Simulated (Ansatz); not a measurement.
# GaSb wire along [111], 26 atoms a period, H-terminated: bands by functional, part 2 of 2

What gap, if any, does the GaSb wire along [111], 26 atoms a period, H-terminated have, and how does it change with the functional?

Ansatz 0.2.0; DFT PBE, plane waves, PAW; relaxation of a wire's period; PAW set soft_1 (the session's first sound run).

So far. Step 2 (The relaxed wire): The cell's length comes to 10.665 Å with spin left out.

**3. The wire at its relaxed period**

This step: DFT PBE, plane waves, PAW; bands of a perfect wire; PAW set soft_1 (Ansatz 0.2.0).

At the relaxed period the bands are computed along the axis; those that cross an energy going forward count the channels that a perfect wire would open there.

Contents of input.yaml:

```yaml
crystal:
  lattice:
    - [18.44, 0.0, 0.0]
    - [0.0, 17.545, 0.0]
    - [0.0, 0.0, 10.6646446568]
  atoms:
    - { symbol: Ga, position: [0.383494351, 0.261719894, 0.980784062] }
    - { symbol: Ga, position: [0.5, 0.495432857, 0.991594275] }
    - { symbol: Ga, position: [0.616505649, 0.261719894, 0.980784062] }
    - { symbol: Ga, position: [0.750795701, 0.506158564, 0.980749979] }
    - { symbol: Sb, position: [0.264786178, 0.486773911, 0.23668136] }
    - { symbol: Sb, position: [0.375174267, 0.285797933, 0.23662359] }
    - { symbol: Sb, position: [0.389567055, 0.713943415, 0.236642178] }
    - { symbol: Sb, position: [0.5, 0.495497145, 0.246691466] }
    - { symbol: Sb, position: [0.624825733, 0.285797933, 0.23662359] }
    - { symbol: Sb, position: [0.610432945, 0.713943415, 0.236642178] }
    - { symbol: Sb, position: [0.735213822, 0.486773911, 0.23668136] }
    - { symbol: H, position: [0.195391785, 0.435834873, 0.30326489] }
    - { symbol: H, position: [0.249553274, 0.567987828, 0.321280662] }
    - { symbol: H, position: [0.298532842, 0.248021125, 0.303178983] }
    - { symbol: H, position: [0.315054956, 0.687155995, 0.321270308] }
    - { symbol: H, position: [0.396804483, 0.80258115, 0.30318426] }
    - { symbol: H, position: [0.434500094, 0.231323629, 0.321192015] }
    - { symbol: H, position: [0.565499906, 0.231323629, 0.321192015] }
    - { symbol: H, position: [0.603195517, 0.80258115, 0.30318426] }
    - { symbol: H, position: [0.701467158, 0.248021125, 0.303178983] }
    - { symbol: H, position: [0.684945044, 0.687155995, 0.321270308] }
    - { symbol: H, position: [0.750446726, 0.567987828, 0.321280662] }
    - { symbol: H, position: [0.804608215, 0.435834873, 0.30326489] }
    - { symbol: Ga, position: [0.383433471, 0.424784997, 0.342109028] }
    - { symbol: Ga, position: [0.5, 0.636990488, 0.342053972] }
    - { symbol: Ga, position: [0.616566529, 0.424784997, 0.342109028] }
    - { symbol: Sb, position: [0.38871074, 0.427905904, 0.591318441] }
    - { symbol: Sb, position: [0.5, 0.630522621, 0.591281149] }
    - { symbol: Sb, position: [0.61128926, 0.427905904, 0.591318441] }
    - { symbol: H, position: [0.307848979, 0.611998263, 0.613108346] }
    - { symbol: H, position: [0.5, 0.262220349, 0.613100883] }
    - { symbol: H, position: [0.692151021, 0.611998263, 0.613108346] }
    - { symbol: H, position: [0.311310262, 0.380925239, 0.63542634] }
    - { symbol: H, position: [0.5, 0.724439277, 0.635497385] }
    - { symbol: H, position: [0.688689738, 0.380925239, 0.63542634] }
    - { symbol: Ga, position: [0.374318351, 0.571722492, 0.676788261] }
    - { symbol: Ga, position: [0.5, 0.342878637, 0.676736199] }
    - { symbol: Ga, position: [0.625681649, 0.571722492, 0.676788261] }
    - { symbol: Sb, position: [0.377945218, 0.569492346, 0.92563266] }
    - { symbol: Sb, position: [0.5, 0.347291518, 0.925593401] }
    - { symbol: Sb, position: [0.622054782, 0.569492346, 0.92563266] }
    - { symbol: H, position: [0.189554578, 0.568915957, 0.969407667] }
    - { symbol: H, position: [0.242289631, 0.421727807, 0.936731307] }
    - { symbol: H, position: [0.310465468, 0.297489979, 0.936449034] }
    - { symbol: H, position: [0.284159695, 0.74117339, 0.969453538] }
    - { symbol: H, position: [0.405447826, 0.176040564, 0.969688984] }
    - { symbol: H, position: [0.431823553, 0.766804999, 0.936528165] }
    - { symbol: H, position: [0.568176447, 0.766804999, 0.936528165] }
    - { symbol: H, position: [0.594552174, 0.176040564, 0.969688984] }
    - { symbol: H, position: [0.689534532, 0.297489979, 0.936449034] }
    - { symbol: H, position: [0.715840305, 0.74117339, 0.969453538] }
    - { symbol: H, position: [0.757710369, 0.421727807, 0.936731307] }
    - { symbol: H, position: [0.810445422, 0.568915957, 0.969407667] }
    - { symbol: Ga, position: [0.249204299, 0.506158564, 0.980749979] }
    - { symbol: Ga, position: [0.365726939, 0.718365495, 0.980744276] }
    - { symbol: Ga, position: [0.634273061, 0.718365495, 0.980744276] }
kpoints:
  mp_grid: { grid: [1, 1, 8] }
  band_path: { path: ["Γ", Z], npoints: 90 }
scf:
  occupations: { method: fermi_dirac, width: 0.05 }
hamiltonian:
  xc: pbe
  pseudopotentials: { kind: paw, azcp: { folder: soft_1 } }
output:
  dos: { e_range: [-5, 4] }
  write_potential: true
  write_density: true
  volumetric_format: npy
```

Run with:

```bash
$ ansatz run input.yaml --threads 4 --pin off --max-ram 16384MiB --backend cpu --events-out ev --progress --plain --runs-dir out
```

Numbers of over 12 decimals in the logs are rounded to 6 here.

What it wrote:

```text
[...]
Crystal: 56 atoms, lattice volume = 3450.330 Å³
Basis set: ecut = 420 eV, 67477 PW (Γ)
Bands: 253, of which v1, the nominal top of the filled ones, is band 197 counted from 1 (196 counted from 0)
Symmetry: 2 space group operations
[...]
k-points: 5 of 8 (time reversal used)
[...]
SCF iter   1: F=—  HF=-133955.833156 eV  |F-HF|=—  |Δ(HF+E_count)|=         —  Δρ=2.95e-2  dr2=2.88e1  ethr=3.10e-3  ⟨swp⟩=7.0  Hψ=5752  notcnv=0  defer=49
[...]
SCF iter  11: F=-133947.190366 eV  HF=-133947.190366 eV  |F-HF|=2.26e-8  |Δ(HF+E_count)|=   3.63e-7  Δρ=8.60e-7  dr2=6.82e-8  ethr=2.54e-11  ⟨swp⟩=16.4  Hψ=6739  notcnv=0
SCF 1 converged in 11 iterations: F = -133947.190366 eV  dr2 = 6.82e-8
[...]
NSCF: frozen V_eff on 91 k-points
WARN: pass on a band path, mesh or list of k-points: the 91 k-points are solved 3 at a time at the most, because the 14.40 GiB of host memory that the pass is priced against does not hold them all with the solver's workspace as planned. The pass can take longer, above all where fewer k-points are solved at a time than the run has threads. As a rule a larger memory budget leaves room for more at once. The budget is what a run with no `--max-ram-frac` typed is planned for, 0.8 of the host's memory or its container's limit. More memory there lifts it, and so does a share over 0.88 that is typed (of such a share the budget is ten elevenths): [rest of the remark cut]
WARN: The output density's exchange-correlation potential varies sharply where the density is thin. Do not read a vacuum level from v_tot or v_xc, or from such a field of the output density. On a cell that repeats whose density bears no net charge and no dipole along the vacuum's axis use v_es (v_loc + v_h of the components); under efield.dipole_correction with no amplitude use v_es + v_field, which holds any externa [...]
SCF converged after 11 iterations
Free energy (F): -133947.190366 eV
[...]
Internal energy: -133947.190366 eV  (E = F + TS)
E sigma→0 (E₀):  -133947.190366 eV
Fermi energy:    -1.464504 eV
[...]
--- Band table (eV; the first three rows and the last of 5) ---
  k-point 0: bands = [... 193 lower, -2.9798, -2.9609, -2.9608, -2.4945, -0.4122, -0.1233, 0.1458, 0.1459, ... 52 higher]
  k-point 1: bands = [... 193 lower, -2.9769, -2.9534, -2.9533, -2.5686, -0.3732, -0.1129, 0.0733, 0.0737, ... 52 higher]
  k-point 2: bands = [... 193 lower, -2.9716, -2.9419, -2.9417, -2.7725, -0.2724, -0.0944, -0.0862, -0.0853, ... 52 higher]
  k-point 4: bands = [... 193 lower, -3.0067, -2.9664, -2.9615, -2.9610, -0.2746, -0.2735, -0.0856, -0.0710, ... 52 higher]
```

Run time: 63 min. Hardware: 4 threads of Arm Neoverse V1, shared host; peak memory 12 GiB.

Numbers from this step:

```yaml
band_gap: 2.082 eV
```

The electronic bands at the labelled points (eV, zero at the Fermi level; v1 is the highest filled band, c1 the lowest empty one):

```tsv
point	v4	v3	v2	v1	c1	c2	c3	c4
Γ	-1.52	-1.50	-1.50	-1.03	1.05	1.34	1.61	1.61
halfway	-1.51	-1.48	-1.48	-1.31	1.19	1.37	1.38	1.38
Z	-1.54	-1.50	-1.50	-1.50	1.19	1.19	1.38	1.39
```

The gap is 2.08 eV, with spin left out.

The path shows a direct gap of 2.08 eV (valence top at Γ, conduction bottom at Γ).

**4. Levels at the same atoms, cutoff 500 eV, k-mesh 1×1×6**

This step: DFT r2SCAN, plane waves, PAW; bands of a perfect wire at the PBE geometry; PAW set soft_1 (Ansatz 0.2.0).

The atoms stay at the PBE geometry and the functional changes. r2SCAN also reads the kinetic-energy density; it often gives larger moments and wider gaps than PBE, at a higher cost. Against the first PBE run of this kind, the cutoff is 500 eV against 420 and the mesh along the wire has 6 points against 8.

input.yaml: that of step 3 with these lines changed.

```diff
@@ -63,3 +63,3 @@
 kpoints:
-  mp_grid: { grid: [1, 1, 8] }
+  mp_grid: { grid: [1, 1, 6] }
   band_path: { path: ["Γ", Z], npoints: 90 }
@@ -68,8 +68,3 @@
 hamiltonian:
-  xc: pbe
+  xc: r2scan
   pseudopotentials: { kind: paw, azcp: { folder: soft_1 } }
-output:
-  dos: { e_range: [-5, 4] }
-  write_potential: true
-  write_density: true
-  volumetric_format: npy
```

What it wrote:

```text
[...]
Crystal: 56 atoms, lattice volume = 3450.330 Å³
Basis set: ecut = 500 eV, 87667 PW (Γ), exchange–correlation on 540×512×320 points (64 copies of the dense FFT grid, shifted against one another)
Bands: 253, of which v1, the nominal top of the filled ones, is band 197 counted from 1 (196 counted from 0)
Symmetry: 2 space group operations
[...]
k-points: 4 of 6 (time reversal used)
[...]
SCF iter   1: F=—  HF=-134239.814465 eV  |F-HF|=—  |Δ(HF+E_count)|=         —  Δρ=2.90e-2  dr2=2.66e1  dr2_τ=2.11e-1  ethr=3.10e-3  ⟨swp⟩=7.0  Hψ=4309  notcnv=0  defer=50
[...]
SCF iter  11: F=-134234.600878 eV  HF=-134234.600878 eV  |F-HF|=2.33e-9  |Δ(HF+E_count)|=   2.41e-7  Δρ=7.22e-7  dr2=5.19e-8  dr2_τ=5.72e-10  ethr=2.54e-11  ⟨swp⟩=17.2  Hψ=5687  notcnv=0
SCF 1 converged in 11 iterations: F = -134234.600878 eV  dr2 = 5.19e-8
[...]
SCF converged after 11 iterations
Free energy (F): -134234.600878 eV
[...]
Internal energy: -134234.600878 eV  (E = F + TS)
E sigma→0 (E₀):  -134234.600878 eV
Fermi energy:    -1.495608 eV
[...]
--- Band table (eV) ---
  k-point 0: bands = [... 193 lower, -3.1979, -3.1732, -3.1730, -2.6809, -0.2874, 0.0195, 0.2526, 0.2534, ... 52 higher]
  k-point 1: bands = [... 193 lower, -3.1940, -3.1602, -3.1600, -2.8142, -0.2249, 0.0369, 0.1362, 0.1363, ... 52 higher]
  k-point 2: bands = [... 193 lower, -3.1881, -3.1627, -3.1529, -3.1527, -0.0837, -0.0660, -0.0657, 0.0553, ... 52 higher]
  k-point 3: bands = [... 193 lower, -3.2248, -3.1860, -3.1747, -3.1740, -0.1538, -0.1534, 0.0099, 0.0577, ... 52 higher]
```

It took 1.6 h on 4 threads; peak memory 13 GiB; 6.1 h of CPU time.

Numbers from this step:

- band gap: 2.394 eV

Electronic bands along the path, in eV, zero at the Fermi level; v1 is the highest filled band, c1 the lowest empty one:

```tsv
point	v4	v3	v2	v1	c1	c2	c3	c4
Γ	-1.70	-1.68	-1.68	-1.19	1.21	1.52	1.75	1.75
halfway	-1.70	-1.66	-1.66	-1.47	1.34	1.53	1.53	1.54
Z	-1.73	-1.69	-1.68	-1.68	1.34	1.34	1.51	1.55
```

The gap is 2.39 eV, against 2.08 eV under PBE at the relaxed period.

**5. Outcome**

| Item | Value |
| --- | --- |
| cell length, PBE | 10.66 Å |
| gap, PBE | 2.08 eV |
| gap, r2SCAN | 2.39 eV |

What this shows: Under PBE the cell's length is 10.66 Å, and a gap of 2.08 eV makes it a semiconductor. At the relaxed period the wire is gapped under every functional, from 2.08 eV (PBE) to 2.39 eV (r2SCAN). Weak screening in one dimension makes quasiparticle gaps larger than the semilocal gaps, as a rule. Plain hydrogen on a compound's surface is a simple closure: it may leave surface states, and facets that end in unlike atoms put a field across the wire, both of which shrink the gap. Spin-orbit coupling is left out, which matters for the bands of heavy atoms.

[Logs are printed without paths, hosts, clocks, repeated set-up lines and the standing remarks that a program may print on its own settings, such as how far it seeks lower states.]

[Hosts, paths, dates, database ids (printed as entryN), source tags and the programs' standing remarks are cut or masked in the printed files.]
